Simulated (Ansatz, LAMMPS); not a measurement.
# Site preference of a vacancy of P in glassy 83P2O5-17Al2O3 (mol %) (80 atoms), part 3 of 4

Aim: make a vacancy of P at several sites of glassy 83P2O5-17Al2O3 (mol %) (80 atoms), relax each, and compare their energies.

Ansatz 0.2.0; Kohn-Sham DFT, PBE, PAW (set soft_1), plane waves.

The cell: 20 P, 4 Al and 56 O. The quench rate of 6 K/ps far exceeds what a furnace or splat quench reaches. The network of bonds at the start is that of the classical potential that made the cell. The Brillouin zone is sampled at Γ only, in a cell whose shortest periodic width is 10 Å.

So far. Step 2 (Single point at the start): The r.m.s. force at the start is 1.4 eV/Å. Step 3 (Relaxation): The relaxation converged after 14 steps, 10.0 eV below its start, with a largest force component of 0.014 eV/Å.

## Step 5: Vacancy of P, site P10

The site has 4 bonded neighbours (O4) at 1.55 Å on average, by cutoffs that count no bonds between two metal atoms or like ions. The change is made in the relaxed cell and the atoms are relaxed again, with spin allowed.

File input.yaml:

```yaml
crystal:
  lattice:
    - [10.13788, 0.0, 0.0]
    - [0.0, 10.13788, 0.0]
    - [0.0, 0.0, 10.13788]
  atoms:
    [... atom lines 1 to 6 left out ...]
    - { symbol: P, position: [0.87677, 0.9874, 0.37042] }
    - { symbol: P, position: [0.32854, 0.66091, 0.62275] }
    - { symbol: P, position: [0.38472, 0.89796, 0.80506] }
    - { symbol: P, position: [0.25883, 0.39466, 0.77245] }
    - { symbol: P, position: [0.77732, 0.2127, 0.21971] }
    - { symbol: P, position: [0.8165, 0.06229, 0.65122] }
    - { symbol: P, position: [0.96128, 0.33291, 0.70701] }
    [... atom lines 14 to 79 left out ...]
magnetization:
  spin_polarized: true
kpoints:
  mp_grid: { grid: [1, 1, 1] }
hamiltonian:
  xc: pbe
  pseudopotentials: { kind: paw, azcp: { folder: soft_1 } }
scf:
  occupations: { method: fermi_dirac, width: 0.025 }
  lower_state_search: "off"
output:
  forces: true
  eigenvalues: true
relax:
  f_tol: 0.05
  max_steps: 90
```

Launch:

```sh
ansatz run input.yaml --threads 4 --pin off --max-ram 8192MiB --backend cpu --events-out ev --progress --plain --runs-dir out
```

Numbers of over 12 decimals in the logs are rounded to 6 here.

What it wrote:

```text
[...]
Crystal: 79 atoms, lattice volume = 1041.937 Å³
Basis set: ecut = 420 eV, 20341 PW (Γ), exchange–correlation on 144×144×144 points (8 copies of the dense FFT grid, shifted against one another)
Bands: 302, of which v1, the nominal top of the filled ones, is band 222 counted from 1 (221 counted from 0)
Symmetry: 1 space group operations
[...]
k-points: 1
[...]
Starting moments: Σ|m| = 2.4 μB on 4 of 79 sites
[...]
SCF iter   1: F=—  HF=-48336.948100 eV  |F-HF|=—  |Δ(HF+E_count)|=         —  Δρ=6.66e-2 (↑6.42e-2 ↓6.66e-2)  dr2=1.55e2  dr2_m=2.08e0  M=4.672 μB ∫|m|=4.708 μB  β_m=1.00  ethr=3.10e-3  ⟨swp⟩=8.0  Hψ=3188  notcnv=0  defer=49
[...]
spin=Collinear: Resta preconditioning applied to the charge; magnetization (m = ρ↑ − ρ↓) channel mixes plain (no charge-response kernel on spin).
SCF iter   2: F=—  HF=-48303.825755 eV  |F-HF|=—  |Δ(HF+E_count)|=    3.31e1  Δρ=3.99e-2 (↑2.95e-2 ↓3.99e-2)  dr2=4.21e1  dr2_m=1.83e0  M=4.998 μB ∫|m|=5.145 μB  β_m=0.30  ethr=3.10e-3  ⟨swp⟩=4.0  Hψ=1142  notcnv=0  defer=146
SCF iter   3: F=—  HF=-48301.246317 eV  |F-HF|=—  |Δ(HF+E_count)|=    2.58e0  Δρ=4.37e-2 (↑4.37e-2 ↓4.33e-2)  dr2=8.90e1  dr2_m=3.36e0  M=1.002 μB ∫|m|=1.693 μB  β_m=0.30  ethr=3.10e-3  ⟨swp⟩=3.5  Hψ=1070  notcnv=0  defer=150
[...]
SCF iter   9: F=—  HF=-48296.623038 eV  |F-HF|=—  |Δ(HF+E_count)|=   4.03e-2  Δρ=4.21e-3 (↑1.72e-3 ↓4.21e-3)  dr2=2.28e-1  dr2_m=5.82e-2  M=5.000 μB ∫|m|=5.191 μB  β_m=0.30  ethr=1.45e-4  ⟨swp⟩=3.0  Hψ=807  notcnv=0  defer=150
[...]
spin-set hold released at iteration 9 (site moments contracting): the magnetisation degrees of freedom join the quasi-Newton model from the next iteration; the mixer history was flushed
SCF iter  10: F=—  HF=-48296.638500 eV  |F-HF|=—  |Δ(HF+E_count)|=   1.55e-2  Δρ=3.15e-3 (↑1.59e-3 ↓3.15e-3)  dr2=2.37e-1  dr2_m=1.76e-2  M=4.996 μB ∫|m|=5.199 μB  β_m=0.27  ethr=5.14e-5  ⟨swp⟩=2.5  Hψ=919  notcnv=0  defer=150
SCF iter  11: F=—  HF=-48296.648682 eV  |F-HF|=—  |Δ(HF+E_count)|=   1.02e-2  Δρ=7.08e-3 (↑1.09e-3 ↓7.08e-3)  dr2=6.12e-1  dr2_m=1.29e-1  M=4.988 μB ∫|m|=5.205 μB  β_m=0.20  ethr=5.14e-5  ⟨swp⟩=2.0  Hψ=922  notcnv=0  defer=150  recentre
[...]
SCF iter  19: F=—  HF=-48296.658263 eV  |F-HF|=—  |Δ(HF+E_count)|=   3.01e-5  Δρ=1.40e-4 (↑2.28e-5 ↓1.40e-4)  dr2=3.09e-4  dr2_m=4.47e-5  M=5.000 μB ∫|m|=5.240 μB  β_m=0.43  ethr=1.06e-7  ⟨swp⟩=2.0  Hψ=789  notcnv=0  defer=150
SCF iter  20: F=-48296.658252 eV  HF=-48296.658251 eV  |F-HF|=5.10e-7  |Δ(HF+E_count)|=   1.16e-5  Δρ=3.13e-5 (↑1.07e-5 ↓3.13e-5)  dr2=5.63e-6  dr2_m=3.03e-6  M=5.000 μB ∫|m|=5.240 μB  ethr=1.41e-8  ⟨swp⟩=17.0  Hψ=4149  notcnv=0
SCF 1 converged in 20 iterations: F = -48296.658252 eV  dr2 = 5.63e-6
[...]
relax step   1: F+E_penalty+E_count = -48296.65825150 eV  Δ(F+E_penalty+E_count) = +0.000e0 eV  max|allowed force component| = 3.064e0 eV/Å  Δτ_max = 0.0000 Å  (20 SCF iters, dr2 threshold 6.25e-5 eV, accepted)
[... from here on, the SCF cycles and remarks between the steps are left out ...]
relax step   2: F+E_penalty+E_count = -48297.18598098 eV  Δ(F+E_penalty+E_count) = -5.277e-1 eV  max|allowed force component| = 2.772e0 eV/Å  Δτ_max = 0.0999 Å  (16 SCF iters, dr2 threshold 1.00e-4 eV, accepted)
relax step   3: F+E_penalty+E_count = -48297.89605906 eV  Δ(F+E_penalty+E_count) = -7.101e-1 eV  max|allowed force component| = 1.583e0 eV/Å  Δτ_max = 0.1945 Å  (11 SCF iters, dr2 threshold 1.00e-4 eV, accepted)
relax step   4: F+E_penalty+E_count = -48298.40841511 eV  Δ(F+E_penalty+E_count) = -5.124e-1 eV  max|allowed force component| = 1.038e0 eV/Å  Δτ_max = 0.2000 Å  (13 SCF iters, dr2 threshold 1.00e-4 eV, accepted)
relax step   5: F+E_penalty+E_count = -48298.71689247 eV  Δ(F+E_penalty+E_count) = -3.085e-1 eV  max|allowed force component| = 6.961e-1 eV/Å  Δτ_max = 0.1989 Å  (11 SCF iters, dr2 threshold 1.00e-4 eV, accepted)
relax step   6: F+E_penalty+E_count = -48298.91209050 eV  Δ(F+E_penalty+E_count) = -1.952e-1 eV  max|allowed force component| = 4.580e-1 eV/Å  Δτ_max = 0.2000 Å  (9 SCF iters, dr2 threshold 1.00e-4 eV, accepted)
relax step   7: F+E_penalty+E_count = -48299.02803252 eV  Δ(F+E_penalty+E_count) = -1.159e-1 eV  max|allowed force component| = 7.131e-1 eV/Å  Δτ_max = 0.1885 Å  (14 SCF iters, dr2 threshold 9.08e-5 eV, accepted)
relax step   8: F+E_penalty+E_count = -48299.08725532 eV  Δ(F+E_penalty+E_count) = -5.922e-2 eV  max|allowed force component| = 8.866e-1 eV/Å  Δτ_max = 0.2000 Å  (12 SCF iters, dr2 threshold 1.00e-4 eV, accepted)
relax step   9: F+E_penalty+E_count = -48299.16583419 eV  Δ(F+E_penalty+E_count) = -7.858e-2 eV  max|allowed force component| = 4.964e-1 eV/Å  Δτ_max = 0.1744 Å  (12 SCF iters, dr2 threshold 1.00e-4 eV, accepted)
relax step  10: F+E_penalty+E_count = -48299.27714651 eV  Δ(F+E_penalty+E_count) = -1.113e-1 eV  max|allowed force component| = 5.184e-1 eV/Å  Δτ_max = 0.2000 Å  (12 SCF iters, dr2 threshold 7.73e-5 eV, accepted)
relax step  11: F+E_penalty+E_count = -48299.31093661 eV  Δ(F+E_penalty+E_count) = -3.379e-2 eV  max|allowed force component| = 4.332e-1 eV/Å  Δτ_max = 0.0518 Å  (8 SCF iters, dr2 threshold 8.42e-5 eV, accepted)
relax step  12: F+E_penalty+E_count = -48299.29727781 eV  Δ(F+E_penalty+E_count) = +1.366e-2 eV  max|allowed force component| = 5.385e-1 eV/Å  Δτ_max = 0.2000 Å  (12 SCF iters, dr2 threshold 1.00e-4 eV, rejected (line search))
relax step  13: F+E_penalty+E_count = -48299.35973759 eV  Δ(F+E_penalty+E_count) = -4.880e-2 eV  max|allowed force component| = 2.269e-1 eV/Å  Δτ_max = 0.0972 Å  (15 SCF iters, accepted)
relax step  14: F+E_penalty+E_count = -48299.39347573 eV  Δ(F+E_penalty+E_count) = -3.374e-2 eV  max|allowed force component| = 2.598e-1 eV/Å  Δτ_max = 0.1000 Å  (10 SCF iters, dr2 threshold 1.41e-5 eV, accepted)
relax step  15: F+E_penalty+E_count = -48299.44458138 eV  Δ(F+E_penalty+E_count) = -5.111e-2 eV  max|allowed force component| = 4.253e-1 eV/Å  Δτ_max = 0.1475 Å  (12 SCF iters, dr2 threshold 1.85e-5 eV, accepted)
relax step  16: F+E_penalty+E_count = -48299.43869119 eV  Δ(F+E_penalty+E_count) = +5.890e-3 eV  max|allowed force component| = 1.353e0 eV/Å  Δτ_max = 0.1950 Å  (9 SCF iters, dr2 threshold 1.00e-4 eV, rejected (line search))
relax step  17: F+E_penalty+E_count = -48299.56669855 eV  Δ(F+E_penalty+E_count) = -1.221e-1 eV  max|allowed force component| = 4.147e-1 eV/Å  Δτ_max = 0.0975 Å  (16 SCF iters, accepted)
relax step  18: F+E_penalty+E_count = -48299.65438104 eV  Δ(F+E_penalty+E_count) = -8.768e-2 eV  max|allowed force component| = 3.920e-1 eV/Å  Δτ_max = 0.0974 Å  (8 SCF iters, dr2 threshold 1.00e-4 eV, accepted)
relax step  19: F+E_penalty+E_count = -48299.73896766 eV  Δ(F+E_penalty+E_count) = -8.459e-2 eV  max|allowed force component| = 2.710e-1 eV/Å  Δτ_max = 0.1500 Å  (8 SCF iters, dr2 threshold 1.00e-4 eV, accepted)
relax step  20: F+E_penalty+E_count = -48299.77245326 eV  Δ(F+E_penalty+E_count) = -3.349e-2 eV  max|allowed force component| = 2.440e-1 eV/Å  Δτ_max = 0.0820 Å  (9 SCF iters, dr2 threshold 3.51e-5 eV, accepted)
relax step  21: F+E_penalty+E_count = -48299.86189492 eV  Δ(F+E_penalty+E_count) = -8.944e-2 eV  max|allowed force component| = 2.484e-1 eV/Å  Δτ_max = 0.2000 Å  (9 SCF iters, dr2 threshold 2.84e-5 eV, accepted)
relax step  22: F+E_penalty+E_count = -48299.89652909 eV  Δ(F+E_penalty+E_count) = -3.463e-2 eV  max|allowed force component| = 3.107e-1 eV/Å  Δτ_max = 0.1938 Å  (9 SCF iters, dr2 threshold 5.00e-5 eV, accepted)
relax step  23: F+E_penalty+E_count = -48299.89002011 eV  Δ(F+E_penalty+E_count) = +6.509e-3 eV  max|allowed force component| = 4.042e-1 eV/Å  Δτ_max = 0.2000 Å  (9 SCF iters, dr2 threshold 9.65e-5 eV, rejected (line search))
relax step  24: F+E_penalty+E_count = -48299.97515401 eV  Δ(F+E_penalty+E_count) = -7.862e-2 eV  max|allowed force component| = 1.151e-1 eV/Å  Δτ_max = 0.0974 Å  (18 SCF iters, accepted)
relax step  25: F+E_penalty+E_count = -48299.98746563 eV  Δ(F+E_penalty+E_count) = -1.231e-2 eV  max|allowed force component| = 1.960e-1 eV/Å  Δτ_max = 0.1000 Å  (13 SCF iters, accepted)
relax step  26: F+E_penalty+E_count = -48300.00005228 eV  Δ(F+E_penalty+E_count) = -1.259e-2 eV  max|allowed force component| = 9.260e-2 eV/Å  Δτ_max = 0.0455 Å  (10 SCF iters, dr2 threshold 5.27e-6 eV, accepted)
relax step  27: F+E_penalty+E_count = -48300.00405735 eV  Δ(F+E_penalty+E_count) = -4.005e-3 eV  max|allowed force component| = 5.120e-2 eV/Å  Δτ_max = 0.0150 Å  (11 SCF iters, accepted)
relax step  28: F+E_penalty+E_count = -48299.93936861 eV  Δ(F+E_penalty+E_count) = +6.469e-2 eV  max|allowed force component| = 4.340e-1 eV/Å  Δτ_max = 0.1127 Å  (23 SCF iters, rejected (line search))
relax step  29: F+E_penalty+E_count = -48300.00806084 eV  Δ(F+E_penalty+E_count) = -4.003e-3 eV  max|allowed force component| = 3.267e-2 eV/Å  Δτ_max = 0.0300 Å  (13 SCF iters, accepted)
SCF converged after 13 iterations
Magnetization: 4.9881 μB (223.9940 up, 219.0060 down)
Absolute magnetization: 5.2839 μB (∫|ρ↑−ρ↓|, with the PAW one-centre terms)
[...]
Per-site moments (μB) at R_I (Å): [(4.399103702104562e-6, 0.622814), (-0.00456825, 0.624200), (6.357576069530206e-6, 0.607717), (-5.5761376762498204e-5, 0.644125), (8.257133714282403e-5, 0.612433), [...]
Free energy (F): -48300.008061 eV
[...]
Internal energy: -48300.002080 eV  (E = F + TS)
E sigma→0 (E₀):  -48300.005071 eV
Entropy (-TS):   -0.005980 eV (-0.076 meV/atom)
Fermi energy:    3.293839 eV
[...]
Σ components = -48300.008061   (vs F -48300.008061, Δ=0.00e0)
--- Forces (eV/Å), atoms counted from 1 ---
  atom   1  P     -0.02469390     0.00809365     0.01411152
  atom   2  P     -0.00476748     0.00895310     0.00067279
  atom   3  P      0.03017617    -0.00154053    -0.00304079
  atom   4  P     -0.01013136    -0.00475855    -0.00685754
[...]
atom  79  O     -0.00373516     0.00206753     0.00024306
  max |Σ_I F_I| component: 7.25e-5 eV/Å
--- Band table (eV) ---
[...]
--- Relaxed structure (29 steps of the walk, 25 accepted, 0 SCFs on fresh bases) ---
  F+E_penalty+E_count = -48300.00806084 eV   max|allowed force component| = 3.267e-2 eV/Å
  atoms:
    - { symbol: P, position: [0.918295, 0.787362, 0.931626] }
    - { symbol: P, position: [0.958959, 0.387524, 0.426910] }
    - { symbol: P, position: [0.821969, 0.616675, 0.724842] }
    - { symbol: P, position: [0.212303, 0.438774, 0.091677] }
[...]
- { symbol: O, position: [0.284072, 0.380515, 0.214883] }
```

The job ended after 12 min (4 threads of Arm Neoverse V1, shared host; peak memory 1.9 GiB).

The relaxation converged after 29 steps, 3.35 eV below its start, with a largest force component of 0.033 eV/Å.

The surroundings of the place of the removed atom, after relaxation: 12 atoms, nearest first, with positions taken from that point. Atoms keep their numbers of the cell before the removal, where the removed atom was number 10.

| atom | x | y | z | distance (Å) | bonds | moment (μB) |
| --- | --- | --- | --- | --- | --- | --- |
| O36 | -1.03 | -0.70 | -0.73 | 1.44 | 1 | 0.36 |
| O45 | -0.40 | -0.13 | 1.39 | 1.45 | 1 | 1.13 |
| O39 | 1.75 | -0.11 | -1.33 | 2.20 | 1 | 0.15 |
| O62 | -0.85 | 2.42 | 0.36 | 2.60 | 1 | 0.34 |
| P18 | -2.51 | -0.32 | -0.84 | 2.67 | 4 | 0.00 |
| O52 | 0.03 | 2.13 | -1.86 | 2.83 | 2 | 0.02 |
| O27 | -2.94 | 0.32 | 0.48 | 3.00 | 1 | 0.37 |
| O43 | 1.05 | -1.78 | 2.19 | 3.01 | 2 | 0.09 |
| Al23 | -0.56 | -1.17 | 2.91 | 3.19 | 5 | 0.00 |
| P19 | -0.10 | 3.25 | -0.67 | 3.32 | 4 | 0.00 |
| P12 | 2.21 | -1.13 | -2.30 | 3.38 | 4 | 0.00 |
| O80 | -2.61 | 0.90 | -2.04 | 3.43 | 2 | 0.00 |

The column of bonds counts only the pairs O-P within 2.11 Å, O-Al within 2.33 Å; other neighbours, such as metal atoms beside each other in a compound, aren't counted, and periodic images can show an atom twice.

The largest move is 1.22 Å, by O76.

## Step 6: Vacancy of P, site P14

The site has 5 bonded neighbours (O5) at 1.65 Å on average. 

Input and log are left out; they have the form of those shown for this kind of step.

The job ended after 17 min (4 threads of Arm Neoverse V1, shared host; peak memory 1.9 GiB; 68 min of CPU time).

The relaxation converged after 40 steps, 3.06 eV below its start, with a largest force component of 0.050 eV/Å.

(Part 3 of 4 ends here.)

[Logs are printed without paths, hosts, clocks, repeated set-up lines and the standing remarks that a program may print on its own settings, such as how far it seeks lower states.]

[Hosts, paths, dates, database ids (printed as entryN), source tags and the programs' standing remarks are cut or masked in the printed files.]
